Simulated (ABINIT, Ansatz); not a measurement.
# Be3N2 (R3m): G0W0 with ABINIT, start to end

How does a plane-wave GW calculation on Be3N2 (R3m) run from the first input to the gap?

Method: LDA and many-body steps on it, plane waves, in ABINIT 10.8.3.

## Step 1: The structure

The structure is trigonal, space group R3m (No. 160). The conventional cell has a = 2.840 Å, b = 2.840 Å, c = 14.599 Å, α = 90.00°, β = 90.00°, γ = 120.00°. Nearest to Be lie 3 N at 1.65 Å. Nearest to Be lie 4 N at 1.66 to 1.84 Å. Be has 4 N at 1.68 to 1.78 Å nearest. Nearest to N lie 5 Be at 1.65 to 1.68 Å. N has 6 Be at 1.78 to 1.84 Å nearest. Farther neighbours and most contacts between anions are not listed.

The cell and positions are those that the Materials Project relaxed with its own functionals (PBE, PBE+U or r2SCAN), kept fixed.

## Step 2: Ground state

This step: ABINIT 10.8.3; DFT, LDA, plane waves, norm-conserving pseudopotentials.

The ground-state density comes first.

The input, run.abi:

```
acell 3*1.0 Angstrom
rprim 
  1.419805055509 0.819724830995 4.866215662800
  -1.419805055509 0.819724830995 4.866215662800
  -0.000000000000 -1.639449661990 4.866215662800
ntypat 2
znucl 4 7
natom 5
typat 1 1 1 2 2
xred 
  0.859001080000 0.859001080000 0.859001080000
  0.317694560000 0.317694560000 0.317694560000
  0.088806770000 0.088806770000 0.088806770000
  0.204162680000 0.204162680000 0.204162680000
  0.708434910000 0.708434910000 0.708434910000
pp_dirpath "pseudos"
pseudos "Be.upf, N.upf"
ecut 38
ngkpt 8 8 8
nshiftk 1
shiftk 0 0 0
kptopt 1
chksymbreak 0
nband 17
occopt 1
tolvrs 1e-10
nstep 60
prtwf 0
optforces 0
optstress 0
indata_prefix "in"
outdata_prefix "out"
tmpdata_prefix "tmp"
```

Started as:

```console
> OMP_NUM_THREADS=1 mpirun -n 4 abinit run.abi > log
```

Numbers of over 12 decimals in the logs are rounded to 6 here.

Log:

```text
.Version 10.8.3 of ABINIT. v10.8.2 released Aug 2026.

 Symmetries : space group R3 m (#160); Bravais hR (rhombohedral)
================================================================================
 Values of the parameters that define the memory need of the present run
     intxc =       0    ionmov =       0      iscf =       7    lmnmax =       4
     lnmax =       4     mgfft =      54  mpssoang =       2    mqgrid =    3001
     natom =       5  nloc_mem =       1    nspden =       1   nspinor =       1
    nsppol =       1      nsym =       6    n1xccc =    2501    ntypat =       2
    occopt =       1   xclevel =       1
-    mband =          17        mffmem =           1         mkmem =          17
       mpw =        2596          nfft =      157464          nkpt =          65
================================================================================
  Rough estimation (10% accuracy) of disk space for files :
================================================================================

--------------------------------------------------------------------------------
------------- Echo of variables that govern the present computation ------------
--------------------------------------------------------------------------------
 -outvars: echo values of preprocessed input variables --------
            acell      1.8897261259E+00  1.8897261259E+00  1.8897261259E+00 Bohr

      chksymbreak           0
             ecut      3.80000000E+01 Hartree
-          fftalg         312

              ixc       -1012
              kpt      0.00000000E+00  0.00000000E+00  0.00000000E+00
                       1.25000000E-01  0.00000000E+00  0.00000000E+00
                       2.50000000E-01  0.00000000E+00  0.00000000E+00
                       3.75000000E-01  0.00000000E+00  0.00000000E+00
                       5.00000000E-01  0.00000000E+00  0.00000000E+00
                       1.25000000E-01  1.25000000E-01  0.00000000E+00
                       2.50000000E-01  1.25000000E-01  0.00000000E+00
                       3.75000000E-01  1.25000000E-01  0.00000000E+00
                       5.00000000E-01  1.25000000E-01  0.00000000E+00
   [... 39 further rows ...]
                       5.00000000E-01  2.50000000E-01  2.50000000E-01
                      -3.75000000E-01  2.50000000E-01  2.50000000E-01
                       outvar_i_n : Printing only first  50 k-points.
         kptrlatt        8    0    0      0    8    0      0    0    8
          kptrlen      4.29286833E+01
P           mkmem          17
            natom           5
            nband          17
            ngfft          54      54      54
             nkpt          65
            nstep          60
             nsym           6
           ntypat           2
              occ      2.000000  2.000000  2.000000  2.000000  2.000000  2.000000
                       2.000000  2.000000  2.000000  2.000000  2.000000  0.000000
                       0.000000  0.000000  0.000000  0.000000  0.000000
        optforces           0
        optstress           0
            prtwf           0
            rprim      1.4198050555E+00  8.1972483100E-01  4.8662156628E+00
[...]
spgroup         160

           tolvrs      1.00000000E-10

             xred      8.5900108000E-01  8.5900108000E-01  8.5900108000E-01
[...]
znucl        4.00000    7.00000

================================================================================

 chkinp: Checking input parameters for consistency.

================================================================================
== DATASET  1 ==================================================================
-   mpi_nproc: 4, omp_nthreads: 1 (-1 if OMP is not activated)

--- !DatasetInfo
iteration_state: {dtset: 1, }
dimensions: {natom: 5, nkpt: 65, mband: 17, nsppol: 1, nspinor: 1, nspden: 1, mpw: 2596, }
cutoff_energies: {ecut:  38.0, pawecutdg:  -1.0, }
electrons: {nelect:   2.20000000E+01, charge:   0.00000000E+00, occopt:   1.00000000E+00, tsmear:   1.00000000E-02, }

 Real(R)+Recip(G) space primitive vectors, cartesian coordinates (Bohr,Bohr^-1):
 R(1)=  2.6830427  1.5490554  9.1958149  G(1)=  0.1863556  0.1075924  0.0362484
 R(2)= -2.6830427  1.5490554  9.1958149  G(2)= -0.1863556  0.1075924  0.0362484
 R(3)=  0.0000000 -3.0981109  9.1958149  G(3)=  0.0000000 -0.2151849  0.0362484
 Unit cell volume ucvol=  2.2931687E+02 bohr^3
 Angles (23,13,12)=  3.21025619E+01  3.21025619E+01  3.21025619E+01 degrees

 getcut: wavevector=  0.0000  0.0000  0.0000  ngfft=  54  54  54
         ecut(hartree)=     38.000   => boxcut(ratio)=   2.00551

--- Pseudopotential description ------------------------------------------------
- Be Generated using ONCVPSP code by D. R. Hamann
-  4.00000   4.00000  180309                  znucl, zion, pspdat
12 -1012 1 -1 1358                            pspcod,pspxc,lmax,lloc,mmax
     nproj     2     2
  pspatm : epsatm=    2.74190561
         --- l  ekb(1:nproj) -->
[...]
pspatm: atomic psp has been read  and splines computed

- N Generated using ONCVPSP code by D. R. Hamann
-  7.00000   5.00000  180309                  znucl, zion, pspdat
12 -1012 1 -1 1058                            pspcod,pspxc,lmax,lloc,mmax
     nproj     2     2
  pspatm : epsatm=    5.30777321
         --- l  ekb(1:nproj) -->
[...]
pspatm: atomic psp has been read  and splines computed

   4.14507792E+02                                ecore*ucvol(ha*bohr**3)
--------------------------------------------------------------------------------

_setup2: Arith. and geom. avg. npw (full set) are    2566.232    2566.209

================================================================================

--- !BeginCycle
iteration_state: {dtset: 1, }
solver: {iscf: 7, nstep: 60, nline: 4, wfoptalg: 0, }
tolerances: {tolvrs: 1.00E-10, }

     iter   Etot(hartree)      deltaE(h)  residm     vres2
 ETOT  1  -62.195170945052    -6.220E+01 1.351E-01 2.015E+03
 ETOT  2  -62.294036305139    -9.887E-02 4.524E-02 1.274E+03
 ETOT  3  -62.433235776998    -1.392E-01 1.184E-02 1.057E+01
 ETOT  4  -62.433920094443    -6.843E-04 2.724E-03 1.832E+00
 ETOT  5  -62.433982515680    -6.242E-05 1.833E-03 7.340E-02
 ETOT  6  -62.433988803816    -6.288E-06 1.445E-03 2.371E-02
 ETOT  7  -62.433989372925    -5.691E-07 2.548E-04 2.202E-04
 ETOT  8  -62.433989380447    -7.523E-09 5.422E-04 2.317E-06
 ETOT  9  -62.433989380532    -8.470E-11 7.266E-05 2.390E-08
 ETOT 10  -62.433989380533    -7.532E-13 1.734E-04 3.201E-10
 ETOT 11  -62.433989380533    -2.132E-14 2.224E-05 7.054E-12

 At SCF step   11       vres2   =  7.05E-12 < tolvrs=  1.00E-10 =>converged.

--- !ResultsGS
iteration_state: {dtset: 1, }
comment   : Summary of ground state results
lattice_vectors:
- [  2.6830427,   1.5490554,   9.1958149, ]
- [ -2.6830427,   1.5490554,   9.1958149, ]
- [ -0.0000000,  -3.0981109,   9.1958149, ]
lattice_lengths: [   9.70367,    9.70367,    9.70367, ]
lattice_angles: [ 32.103,  32.103,  32.103, ] # degrees, (23, 13, 12)
lattice_volume:   2.2931687E+02
convergence: {deltae: -2.132E-14, res2:  7.054E-12, residm:  2.224E-05, diffor:  0.000E+00, }
etotal    :  -6.24339894E+01
entropy   :   0.00000000E+00
fermie    :   2.18036431E-01
cartesian_stress_tensor: null
pressure_GPa: null
xred      :
- [  8.5900E-01,   8.5900E-01,   8.5900E-01, Be]
- [  3.1769E-01,   3.1769E-01,   3.1769E-01, Be]
- [  8.8807E-02,   8.8807E-02,   8.8807E-02, Be]
- [  2.0416E-01,   2.0416E-01,   2.0416E-01,  N]
- [  7.0843E-01,   7.0843E-01,   7.0843E-01,  N]
cartesian_forces: null
force_length_stats: {min: null, max: null, mean: null, }

 Integrated electronic density in atomic spheres:
 ------------------------------------------------
 Atom  Sphere_radius  Integrated_density
[...]
================================================================================

 ----iterations are completed or convergence reached----

 Mean square residual over all n,k,spin=   60.366E-09; max=  22.238E-06
 reduced coordinates (array xred) for    5 atoms
       0.859001080000      0.859001080000      0.859001080000
       0.317694560000      0.317694560000      0.317694560000
       0.088806770000      0.088806770000      0.088806770000
       0.204162680000      0.204162680000      0.204162680000
       0.708434910000      0.708434910000      0.708434910000
 rms dE/dt=  0.0000E+00; max dE/dt=  0.0000E+00; dE/dt below (all hartree)
    1       0.000000000000      0.000000000000      0.000000000000
    2       0.000000000000      0.000000000000      0.000000000000
    3       0.000000000000      0.000000000000      0.000000000000
    4       0.000000000000      0.000000000000      0.000000000000
    5       0.000000000000      0.000000000000      0.000000000000

 cartesian coordinates (angstrom) at end:
    1      0.000000    -0.000000    12.540254
    2      0.000000    -0.000000     4.637911
    3     -0.000000     0.000000     1.296459
    4     -0.000000     0.000000     2.980499
    5      0.000000     0.000000    10.342191
 length scales=  1.889726125908  1.889726125908  1.889726125908 bohr
              =  1.000000000000  1.000000000000  1.000000000000 angstroms
 prteigrs : about to open file out_EIG
 Fermi (or HOMO) energy (hartree) =   0.21804   Average Vxc (hartree)=  -0.44517
 Eigenvalues (hartree) for nkpt=  65  k points:
 kpt#   1, nband= 17, wtk=  0.00195, kpt=  0.0000  0.0000  0.0000 (reduced coord)
  -3.34903   -3.34347   -3.29904   -0.37822   -0.29671   -0.06072    0.17390    0.17390
   0.20138    0.21804    0.21804    0.44352    0.50542    0.51990    0.51990    0.61112
   0.64400
 prteigrs : prtvol=0 or 1, do not print more k-points.

--- !EnergyTerms
iteration_state     : {dtset: 1, }
comment             : Components of total free energy in Hartree
kinetic             :  4.05670707121431E+01
hartree             :  1.01646024838959E+01
xc                  : -1.32469206557528E+01
Ewald energy        : -3.69375603529763E+01
psp_core            :  1.80757649260508E+00
local_psp           : -3.75791148171095E+01
non_local_psp       : -2.72096432433385E+01
total_energy        : -6.24339893805329E+01
total_energy_eV     : -1.69891539991116E+03
band_energy         : -2.00982952726327E+01

== END DATASET(S) ==============================================================
================================================================================

 -outvars: echo values of variables after computation  --------
           etotal     -6.2433989381E+01
            nband          17
             nkpt          65
          spgroup         160
 [... the other variables as echoed above ...]

 Calculation completed.
```

It took 47 s on 4 MPI ranks of Arm Neoverse V2, shared host; peak memory 0.44 GiB.

This step gave:

| Property | Result |
| --- | --- |
| total energy | -1698.9154 eV |
| gap | 2.731 eV |
| k of the valence top | 0, 0, 0 |
| k of the conduction bottom | 0.5, 0.5, 0 |
| least direct gap | 3.792 eV |

The gap is indirect, with the least direct gap 1.06 eV higher.

(Part 1 of 3 ends here.)

[Paths, hosts, dates, memory and timing lines, banners, echoed tables and standing remarks are left out of the program output.]

[Logs are printed without paths, hosts, clocks, repeated set-up lines and the standing remarks that a program may print on its own settings, such as how far it seeks lower states.]

[Runs of the session that timed out or met a known fault of the program may be left out.]

[Hosts, paths, dates, database ids (printed as entryN), source tags and the programs' standing remarks are cut or masked in the printed files.]

[G0W0 gaps are taken among the corrected bands and points alone; a level outside them can change the order at an edge.]

[Where Ansatz stands beside ABINIT at settings called matched, ABINIT's density can come from a denser mesh and the files from another edition; pairs whose starting gaps differed by over 0.03 eV were left out, so agreement reads better than it is.]
